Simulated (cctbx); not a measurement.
# Absolute structure of Cd3Sn2

Space group P-6m2 (no. 187), a = 4.8860 Å, b = 4.8860 Å, c = 5.9120 Å, α = 90.00°, β = 90.00°, γ = 120.00°.

| atom | mult. | x | y | z | Ueq (Å²) |
| --- | --- | --- | --- | --- | --- |
| Sn1 | 1 | 0 | 0 | 1/2 | 0.0099 |
| Sn2 | 1 | 2/3 | 1/3 | 0 | 0.0052 |
| Cd1 | 1 | 2/3 | 1/3 | 1/2 | 0.0092 |
| Cd2 | 2 | 1/3 | 2/3 | 0.7465 | 0.0049 |

The model was made for the exercise: a known structure type with other elements put in, its volume estimated, not relaxed; displacement parameters are assumed.

Data sets are simulated with cctbx and refined with Bijvoet mates kept apart; Flack x is then fitted as the share of an inverted twin with the atoms fixed, Hooft y from the Bijvoet differences. The group is acentric but holds improper operations, so there is an absolute structure (orientation) and no hand.

Untwinned crystal. What Flack and Hooft values should come out?

| λ (Å) | extinction (unmodelled) | d min (Å) | top counts | error (%) | model | R1 | Flack x | s.u. | Hooft y | s.u. | pairs |
| --- | --- | --- | --- | --- | --- | --- | --- | --- | --- | --- | --- |
| 0.71073 | 0 | 0.77 | 5000 | 2 | as given | 0.0118 | 0.40 | 0.3 | 0.356 | 0.327 | 59 |
| 0.71073 | 0 | 0.77 | 5000 | 2 | inverted | 0.0119 | 0.60 | 0.3 | 0.644 | 0.327 | 59 |
| 1.54184 | 0.3 | 0.83 | 40000 | 6 | as given | 0.0139 | -0.04 | 0.07 | -0.035 | 0.060 | 48 |

With Mo Kα, the s.u. is too large to fix the absolute structure. With Cu Kα, x is within 3 s.u. of 0, so the absolute structure is right, though an s.u. above 0.04 can't exclude a small twin share. Inverting the model turns x into about 1 − x.

A further crystal gives:

```
  λ (Å)  extinction (unmodelled)  d min (Å)  top counts  error (%)     model      R1  Flack x  s.u.  Hooft y   s.u.  pairs
1.54184                        0       0.83       70000          4  as given  0.0116     0.76  0.05    0.781  0.043     48
```

**Question.** What is it?

It was simulated as an inversion twin with a fraction 0.8 of the inverted domain. Flack x is over 3 s.u. from both 0 and 1 and reads that fraction.

[Logs are printed without paths, hosts, clocks, repeated set-up lines and the standing remarks that a program may print on its own settings, such as how far it seeks lower states.]
